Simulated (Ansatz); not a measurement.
## KTaO3 (Pm-3m):Cs_K, thermodynamic levels from a 80-atom cell

Wanted: the transition levels of a substitutional impurity in KTaO3 (Pm-3m), from a cell of 80 host atoms with 1 K taken out and 1 Cs put in.

Main program and level: Ansatz 0.2.0; place-levels on LDA runs: charge-transition levels and formation energies with image-charge correction and potential alignment at the atomic sites.

**What experiment says.**

“Origin of the overall water splitting activity of Ta3N5 revealed by ultrafast transient absorption spectroscopy” (2019, pmc:6540954) quotes from earlier work for KTaO3 (powder from solid-state reaction): band gap (optical absorption onset) about 3.6 eV [Optical absorption onset quoted in passing, not a fitted band gap].

## (1) Set-up

The cell holds 80 atoms: 15 K, 16 Ta, 48 O and 1 Cs. Cell: a = 11.178 Å, b = 11.178 Å, c = 11.178 Å, α = 60.0°, β = 60.0°, γ = 60.0°. It derives from KTaO3 (space group Pm-3m). Nearest the centre at fractional (0.375, 0.875, 0.375): Cs22 at 0.00 Å, O7 at 2.79 Å, O10 at 2.79 Å, O6 at 2.79 Å, O28 at 2.79 Å, O29 at 2.79 Å, O38 at 2.79 Å, O35 at 2.79 Å.

Known beforehand: the electronic dielectric constant, 5.45, and the static one, 231.95, computed on the host (DFPT, LDA).

The cell's shortest repeat is 11.2 Å.

## (2) What was run first

A transition level is the Fermi level at which two charge states cost the same, so each charge needs its own total energy, at its own relaxed structure.

Each atom starts 0.08 Å or so off its site in a random direction: a symmetric start keeps its symmetry, and would miss off-centre moves and Jahn–Teller distortions. Forces are taken at one point at (¼, ¼, ¼). The cell holds 1 electron more than the neutral one, with a uniform background that keeps it neutral on the whole. The electron count is odd, so at least one spin is unpaired; this run locks the moment at 1 μB.

One state's input; the others differ in charge, spin, start and seed, and in occupations where the table says so.

qm1_M1.relax/input.yaml

```yaml
crystal:
  lattice:
    - [0.0, 7.90395622, 7.90395622]
    - [7.90395622, 0.0, 7.90395622]
    - [7.90395622, 7.90395622, 0.0]
  atoms:
    - { symbol: K, position: [0.125, 0.125, 0.125] }
    - { symbol: K, position: [0.375, 0.375, 0.375] }
[... 1 atom line left out ...]
    - { symbol: Ta, position: [0.25, 0.25, 0.25] }
[... 1 atom line left out ...]
    - { symbol: O, position: [0.375, 0.125, 0.375] }
    - { symbol: O, position: [0.125, 0.125, 0.375] }
[... 2 atom lines left out ...]
    - { symbol: O, position: [0.375, 0.125, 0.125] }
[... 2 atom lines left out ...]
    - { symbol: Ta, position: [0.0, 0.0, 0.5] }
[... 8 atom lines left out ...]
    - { symbol: Cs, position: [0.375, 0.875, 0.375] }
[... 1 atom line left out ...]
    - { symbol: Ta, position: [0.25, 0.75, 0.25] }
[... 1 atom line left out ...]
    - { symbol: O, position: [0.375, 0.625, 0.375] }
[... 1 atom line left out ...]
    - { symbol: O, position: [0.375, 0.875, 0.125] }
    - { symbol: O, position: [0.125, 0.875, 0.375] }
[... 4 atom lines left out ...]
    - { symbol: Ta, position: [0.25, 0.75, 0.75] }
    - { symbol: O, position: [0.125, 0.875, 0.625] }
[... 2 atom lines left out ...]
    - { symbol: O, position: [0.375, 0.875, 0.625] }
[... 1 atom line left out ...]
    - { symbol: O, position: [0.375, 0.625, 0.625] }
[... 2 atom lines left out ...]
    - { symbol: Ta, position: [0.5, 0.0, 0.0] }
[... 9 atom lines left out ...]
    - { symbol: Ta, position: [0.5, 0.0, 0.5] }
[... 10 atom lines left out ...]
    - { symbol: Ta, position: [0.75, 0.75, 0.25] }
    - { symbol: O, position: [0.625, 0.875, 0.125] }
[... 1 atom line left out ...]
    - { symbol: O, position: [0.625, 0.625, 0.375] }
[... 1 atom line left out ...]
    - { symbol: O, position: [0.625, 0.875, 0.375] }
[... 10 atom lines left out ...]
    - { symbol: O, position: [0.875, 0.625, 0.625] }
  host:
    repeats: [2, 2, 2]
    atoms:
      - { symbol: K, position: [0.25, 0.25, 0.25] }
      - { symbol: K, position: [0.75, 0.75, 0.75] }
      # ... 8 more atoms of the perfect host
total_charge: -1
basis:
  ecutwfc: 420
  xc_grid: 2
hamiltonian:
  xc: lda
kpoints:
  mp_grid: { grid: [1, 1, 1], shift: [0.25, 0.25, 0.25] }
magnetization:
  spin_polarized: true
  initial_magnetization: 1
  spin_locking: { lock_magnetization: hard }
scf:
  occupations: { method: fixed }
  max_iter: 80
output:
  forces: true
  charged_corrections:
    epsilon: 5.45
    static_epsilon: 231.95
    defect_position: [0.375, 0.875, 0.375]
relax:
  f_tol: 0.01
  max_steps: 80
  random_displacement: { amplitude: 0.08, seed: 3704 }
checkpoint:
  write: "../qm1_M1.relax.run"
  compress: false
  write_wavefunctions: true
  write_every: 100000
```

The run is started by

```bash
$ ansatz run input.yaml --threads 4 --pin off --max-ram 6594MiB --backend cpu --events-out ev --progress --plain --runs-dir out
```

The run of this state that the levels use, under LDA:

qm1_M1.point/input.yaml

```yaml
crystal:
  checkpoint: "../qm1_M1.relax.run"
  host: checkpoint
total_charge: -1
basis:
  ecutwfc: 420
  xc_grid: 2
hamiltonian:
  xc: lda
kpoints:
  mp_grid: { grid: [1, 1, 1], shift: [0.25, 0.25, 0.25] }
magnetization:
  spin_polarized: true
  initial_magnetization: 1
  spin_locking: { lock_magnetization: hard }
scf:
  occupations: { method: fixed }
  max_iter: 80
output:
  forces: true
  eigenvalues: true
  charged_corrections:
    epsilon: 5.45
    static_epsilon: 231.95
    defect_position: [0.375, 0.875, 0.375]
  eigenstates: { localisation: true }
  populations: true
  efg: {}
  band_densities: [{ bands: [v1, v1] }, { bands: [c1, c1] }]
  write_density: true
  write_potential: true
  volumetric_format: npy
checkpoint:
  write: "../qm1_M1.point.run"
  compress: false
  write_wavefunctions: false
  write_every: 100000
```

Relaxations under LDA at one point at (¼, ¼, ¼); times on 4 threads of Arm Neoverse V2, shared host:

```tsv
charge	moment (μB)	occupations	outcome	steps	largest displacement against the far atoms (Å)	time
−1	1	fixed	converged	8	0.05	4.2 min
0	0	fixed	converged	6	0.10	1.7 min
+1	1	fixed	converged	6	0.09	5.6 min
```

Single points under LDA at one point at (¼, ¼, ¼); times on 4 threads of Arm Neoverse V2, shared host:

```tsv
charge	moment (μB)	occupations	outcome	time
−1	1	fixed	converged	84 s
0	0	fixed	converged	36 s
+1	1	fixed	converged	98 s
```

Distances (Å) from Cs22 to the nearest atoms after relaxation with LDA:

```tsv
charge	moment (μB)	1.	2.	3.	4.	5.	6.
−1	1	O 2.84	O 2.84	O 2.84	O 2.84	O 2.84	O 2.84
0	0	O 2.81	O 2.81	O 2.81	O 2.85	O 2.85	O 2.85
+1	1	O 2.81	O 2.81	O 2.81	O 2.85	O 2.85	O 2.85
```

## (3) place-levels, LDA

A charged cell interacts with its images and the background, and its potential has another zero than the host's. place-levels removes the first by a point-charge model, screened by the static dielectric constant since the ions have relaxed around the charge, and the second by comparing potentials at atoms far from the defect.

The host is a run of the defect-free crystal in the same cutoffs, grids and k-points, so that basis and sampling errors cancel in part in the differences. Chemical potentials are energies per atom of K (bcc) and Cs (bcc), run with the same functional and cutoff.

levels.point.yaml

```yaml
host:
  run: host.point.run
states: [qm1_M1.point.run, q0.point.run, qp1_M1.point.run]
geometry_from:
  qm1_M1.point.run: qm1_M1.relax.run
  q0.point.run: q0.relax.run
  qp1_M1.point.run: qp1_M1.relax.run
chemical_potentials:
  K:
    energy: -1496.252767
    dataset: <sha256 of the dataset>
  Cs:
    energy: -5504.867426
    dataset: <sha256 of the dataset>
```

The run is started by

```bash
$ ansatz place-levels levels.point.yaml -- --threads 4 --pin off --max-ram 6594MiB
```

Numbers of over 12 decimals in the logs are rounded to 6 here.

What it wrote:

```text
[... repeated set-up lines and file paths are left out, and long positions are rounded to six places ...]
(+1/0) 0.000 eV above the valence edge (-0.101 eV without the band-filling correction), 2.084 eV under the conduction edge
(0/-1) 2.169 eV above the valence edge (+2.405 eV without the band-filling correction), in the conduction band
formation energy of charge +1: +1.197 eV with the Fermi level at the valence edge
formation energy of charge 0: +1.197 eV with the Fermi level at the valence edge
formation energy of charge -1: +3.367 eV with the Fermi level at the valence edge
  edges by lda of host.levels_from (<dir>), its mesh sampled to repeats of 11.18 Å (the valence edge +0.047 eV and the conduction edge -0.242 eV from those of the host's own run), gap 2.084 eV; the host is sampled to repeats of 11.18 Å
  the defect's cells are sampled to repeats of 11.18 Å, like sampling
  charge +1: -209631.3852 eV with its correction of +0.171 eV, at epsilon 231.95, aligned at sites: +0.1620 eV, mean over 29 atomic sites at or beyond 5.59 Å from the defect at [0.3750, 0.8750, 0.3750], with +0.000000 for the charge's moments and without [...]
  charge 0: +0.000 eV for its dipole among its images, +0.000 omitted
  charge -1: -209611.4695 eV with its correction of -0.199 eV, at epsilon 231.95, aligned at sites: +0.2078 eV, mean over 29 atomic sites at or beyond 5.59 Å from the defect at [0.3750, 0.8750, 0.3750], with +0.000000 for the charge's moments and without [...]
  of states[2] (qp1_M1.point.run): how wide its charge is, is not read beside other atoms or cores, and a band state would take no correction. [...]
  of states[1] (q0.point.run): its displacements don't fall off away from the defect: farther atoms stand 0.018 Å off the host's places. [...]
  of states[0] (qm1_M1.point.run): how wide its charge is, is not read beside other atoms or cores, and a band state would take no correction. [...]
Finding the band edges on the unit cell
Warning: crystal.symmetry: narrowed to the stabiliser of the k-point mesh — unitary ops 96 → 24; [...]
scf.lower_state_search is light: the run mostly follows only what its SCF or, in some runs, a test of equal spin channels shows. [...]
Engine: ansatz 0.2.0, aarch64-unknown-linux-gnu
Pseudopotentials: kind: paw
Pseudopotential: K, paw, valence charge 9, recommended cutoff 420 eV (normal), K.paw.azcp, content sha256 <sha256 of the dataset>
Pseudopotential: Ta, paw, valence charge 13, recommended cutoff 420 eV (normal), Ta.paw.azcp, content sha256 <sha256 of the dataset>
Pseudopotential: O, paw, valence charge 6, recommended cutoff 420 eV (normal), O.paw.azcp, content sha256 <sha256 of the dataset>
Functional definition: SPW92
  name "SPW92"
  cite "Dirac, Proc. Camb. Phil. Soc. 26, 376 (1930) doi:10.1017/S0305004100016108"
  cite "Slater, Phys. Rev. 81, 385 (1951) doi:10.1103/PhysRev.81.385"
  cite "Perdew & Wang, Phys. Rev. B 45, 13244 (1992) doi:10.1103/PhysRevB.45.13244"
  exchange = slater_x
  correlation = pw_c
Crystal: 10 atoms, lattice volume = 123.445 Å³
Basis set: ecut = 420 eV, 2421 PW (Γ), exchange–correlation on 80×80×80 points (8 copies of the dense FFT grid, shifted against one another)
Bands: 50, of which v1, the nominal top of the filled ones, is band 40 counted from 1 (39 counted from 0)
Symmetry: 24 space group operations
k-points: 4 of 8
Non-local potential: K, projectors of the file, l = 0: 3, l = 1: 2, l = 2: 2
Non-local potential: Ta, projectors of the file, l = 0: 3, l = 1: 2, l = 2: 2, l = 3: 1
Non-local potential: O, projectors of the file, l = 0: 2, l = 1: 2, l = 2: 1
PAW form: soft (Blöchl's): semilocal exchange-correlation on the pseudo side does not see the compensation charge
PAW frozen core: K, regenerated for the run's functional, and the local potential with it (the file was generated under x = pbe(κ = 0.804, μ = 0.219515), c = pbe(β = 0.066725))
PAW frozen core: Ta, regenerated for the run's functional, and the local potential with it (the file was generated under x = pbe(κ = 0.804, μ = 0.219515), c = pbe(β = 0.066725))
PAW frozen core: O, regenerated for the run's functional, and the local potential with it (the file was generated under x = pbe(κ = 0.804, μ = 0.219515), c = pbe(β = 0.066725))
PAW one-centre angular grid: K, 110 points (default); XC on 64 Gauss nodes
PAW one-centre angular grid: Ta, 590 points (default); XC on 64 Gauss nodes
PAW one-centre angular grid: O, 110 points (default); XC on 64 Gauss nodes
Initial density: superposition of atomic densities (neutral atoms: chi_scale 0, normalization atom), corrected by the library's trained network
Initial wavefunctions: pseudopotential atomic-orbital guess
Functional: x = slater, c = lda
SCF iter   1: F=—  HF=-25701.995710 eV  |F-HF|=—  |Δ(HF+E_count)|=         —  Δρ=1.78e-2  dr2=3.57e-1  ethr=1.77e-3  ⟨swp⟩=4.8  Hψ=729  notcnv=0  defer=26
all-band conjugate gradients solve this SCF's bands
preconditioner: auto → Resta (q_TF=auto, 2.538 Å⁻¹)  ε∞=4.9  [insulator: Δε(μ)=2.103 eV  Ē_g=13.056 eV  n_scr=26 (ndim 8)  ℏωp=25.9 eV  f_vac=0.013  ε∞_Penn≈4.9]
SCF iter   2: F=—  HF=-25701.914340 eV  |F-HF|=—  |Δ(HF+E_count)|=   8.14e-2  Δρ=5.80e-3  dr2=2.01e-2  ethr=4.46e-4  ⟨swp⟩=2.0  Hψ=320  notcnv=0  defer=24
SCF iter   3: F=—  HF=-25701.909008 eV  |F-HF|=—  |Δ(HF+E_count)|=   5.33e-3  Δρ=2.42e-3  dr2=4.04e-3  ethr=2.51e-5  ⟨swp⟩=2.0  Hψ=315  notcnv=0  defer=29
SCF iter   4: F=—  HF=-25701.907876 eV  |F-HF|=—  |Δ(HF+E_count)|=   1.13e-3  Δρ=3.54e-4  dr2=1.06e-4  ethr=5.05e-6  ⟨swp⟩=2.0  Hψ=290  notcnv=0  defer=30
SCF iter   5: F=—  HF=-25701.907876 eV  |F-HF|=—  |Δ(HF+E_count)|=   1.68e-8  Δρ=4.54e-5  dr2=3.68e-6  ethr=1.32e-7  ⟨swp⟩=2.0  Hψ=192  notcnv=0  defer=16
SCF iter   6: F=—  HF=-25701.907876 eV  |F-HF|=—  |Δ(HF+E_count)|=   5.79e-7  Δρ=1.24e-5  dr2=2.44e-7  ethr=4.60e-9  ⟨swp⟩=2.8  Hψ=329  notcnv=0  defer=16
SCF iter   7: F=-25701.907876 eV  HF=-25701.907876 eV  |F-HF|=6.08e-10  |Δ(HF+E_count)|=   9.91e-9  Δρ=2.12e-6  dr2=4.89e-9  ethr=1.25e-10  ⟨swp⟩=10.5  Hψ=704  notcnv=0
SCF 1 converged in 7 iterations: F = -25701.907876 eV  dr2 = 4.89e-9
  greatest PAW one-centre occupation: 1.000 electrons in one spin orbital (limit 2), on the Ta atom at site 3 (counted from 0), in its partial waves of l = 0
NSCF: frozen V_eff on 32 k-points
NSCF: frozen V_eff on 32 k-points
[...]
SCF converged after 7 iterations
Free energy (F): -25701.907876 eV
Harris-Foulkes:  -25701.907876 eV  (|F-HF|=6.08e-10)
Internal energy: -25701.907876 eV  (E = F + TS)
E sigma→0 (E₀):  -25701.907876 eV
Fermi energy:    8.758338 eV
--- Per-component energies (eV) ---
  E_band       = -496.685979
  E_kinetic    = 2288.248932
  E_local      = -4388.740723  (includes V_loc(G=0)·N_el)
  E_nonlocal   = 370.615590
  E_hartree    = 1524.941195
  E_xc         = -1136.572260
  E_vxc        = -1297.107910  (∫ρ·V_xc dr)
  E_paw        = -18667.494380  (= ΣΔE_a)
  E_vpaw       = -519.600666  (= ΣTr[D̂ρ^β])
  E_aug_tail   = 0.014966  (compensation charges beyond the density's cutoff)
  E_ewald      = -5694.535530
  E_core_change = 1.614334  (= ΣΔE_core)
  E_smearing   = -0.000000  (= −TS)
  E_closure    = 0.000000  (closes the sum)
  Σ components = -25701.907876   (vs F -25701.907876, Δ=0.00e0)
  [band-id]    e_kinetic+e_local+e_nonlocal+2·e_hartree+e_vxc+e_vpaw+e_augmentation_tail = -496.687422   (vs E_band -496.685979, Δ=-1.44e-3)
--- Band table (eV) ---
  k-point 0: bands = ["-58.5028", "-58.5016", "-25.1706", "-25.1655", [... 42 left out ...] "15.6250", "16.1633", "16.1633", "16.7499"]
  k-point 1: bands = ["-58.5023", "-58.5021", "-25.1478", "-25.1478", [... 42 left out ...] "17.5538", "17.8381", "17.8500", "18.3267"]
  [... further k-points left out ...]
  band table: 50 of 50 bands, residual norms ≤ 1.0e-3 eV; checked for missing levels (by up to 5 random probe vectors, on a GPU possibly others besides, in at most 1 round, or by a solve in the whole basis): settled at every k-point
Analysis tables were printed to stdout; those that stand in <dir> are files there too
```

The job ended after 6.8 s (4 threads of Arm Neoverse V2, shared host).

In the SCF lines HF is the Harris–Foulkes energy and dr2 the Hartree energy of the density residual, in eV; the loop may stop once dr2 is under the threshold and the program's other checks hold. Hψ counts applications of the Hamiltonian.

Levels between the charges placed, in eV above the valence top:

```tsv
	gap (eV)	(+1/0)	(0/−1)
LDA	2.08	0.00	2.17
```

Corrections by state:

```tsv
charge	moment (μB)	image terms and alignment (eV)	band filling (eV)	ε used	over the lowest of its charge, as the program ranks them, band filling apart (eV)
+1	1.0	0.171	-0.101	231.95	0.000
0	0.0	0.000	-	-	0.000
−1	1.0	-0.199	-0.235	231.95	0.000
```

From the program's caveats on the states, each cut to its opening words:

- charge +1 (1 μB), −1 (1 μB): how wide its charge is, is not read beside other atoms or cores, and a band state would take no correction
- charge +1 (1 μB): a band-filling correction moves a carrier to the host's band edge, which changes its energy by -0.101 eV
- charge +1 (1 μB): its alignment with the host at atomic sites is doubtful: the mean over the far sites moves by +0.0501 eV from their farther parts to their nearer, more than [...]
- charge +1 (1 μB): its displacements don't fall off away from the defect: farther atoms stand 0.017 Å off the host's places
- charge 0: its displacements don't fall off away from the defect: farther atoms stand 0.018 Å off the host's places
- charge −1 (1 μB): a band-filling correction moves a carrier to the host's band edge, which changes its energy by -0.235 eV

Formation energies (eV), elemental references (Δμ(K) = 0.00 eV, Δμ(Cs) = 0.00 eV):

```tsv
charge	Fermi level at the valence top	at the conduction bottom
+1	1.20	3.28
0	1.20	1.20
−1	3.37	1.28
```

## (4) Outcome

```json
{
  "gap of the host": "2.08 eV (LDA)",
  "level (plus 1/0)": "0.00 eV above the valence top (-0.10 eV above the valence top without the band-filling term)",
  "level (0/minus 1)": "2.17 eV above the valence top, past the conduction bottom (2.40 eV above the valence top without the band-filling term)",
  "lowest of the charges placed, just above the valence top (0.02 eV)": "0",
  "lowest of the charges placed, just below the conduction bottom (0.02 eV)": "0",
  "lowest formation energy at mid-gap of the charges run, elemental references": "1.20 eV"
}
```

Of the charges placed (−1, 0 and +1), 0 is the lowest from 0.02 eV above the valence top to 0.02 eV below the conduction bottom, a gap of 2.08 eV. States placed: +1 at 1 μB; 0 at 0 μB; −1 at 1 μB. Other spin states or structures, where not listed, weren't placed. The program finds carriers beyond a band edge of the host and adds a band-filling term at charge −1 (-0.24 eV) and +1 (-0.10 eV); steps to such a charge show no bound level, and a defect level inside a band would be read the same way. Cs is taken at its element; compounds, which aren't counted here, bound the chemical potentials and would shift these formation energies. The program doubts the alignment of potentials for at least one state, a sign that the cell is small. What this leaves open: one k-point off the zone centre stands for the whole zone; the static dielectric constant is over ten times the electronic one, which points to a soft mode and may be far too large; LDA makes the gap too small and tends to spread out bound carriers; where a gas molecule sets a chemical potential or the host's formation energy, its binding is uncorrected; spin–orbit coupling, which can matter with heavy atoms, is left out.

Calculation against experiment:

| quantity | measured | LDA |
| --- | --- | --- |
| band gap (least gap of the host; the measured gap is an optical one, which needn't be the least gap) (eV) | 3.6 | 2.08 (-1.52 eV) |

Measured values from pmc:6540954 (2019).

**Verdict.** The band gap is off by -1.52 eV. Local and semilocal functionals usually give gaps below the measured ones. An optical gap can lie under the band gap by the exciton's binding. Spin-orbit coupling, left out here, can change the gap with such heavy elements. Zero-point and thermal motion shift the measured gap.

[Logs are printed without paths, hosts, clocks, repeated set-up lines and the standing remarks that a program may print on its own settings, such as how far it seeks lower states.]

[Hosts, paths, dates, database ids (printed as entryN), source tags and the programs' standing remarks are cut or masked in the printed files.]

[Where a table of states has a column of steps, it counts the stored structures, which are thinned; the runs took as many ionic steps or more.]

[A defect's name tells the site on which it was built; relaxed atoms can leave that site.]

[For some hosts the program warned that the k-mesh of the response run may be too coarse for force constants and the static dielectric constant; such warnings are not shown here.]
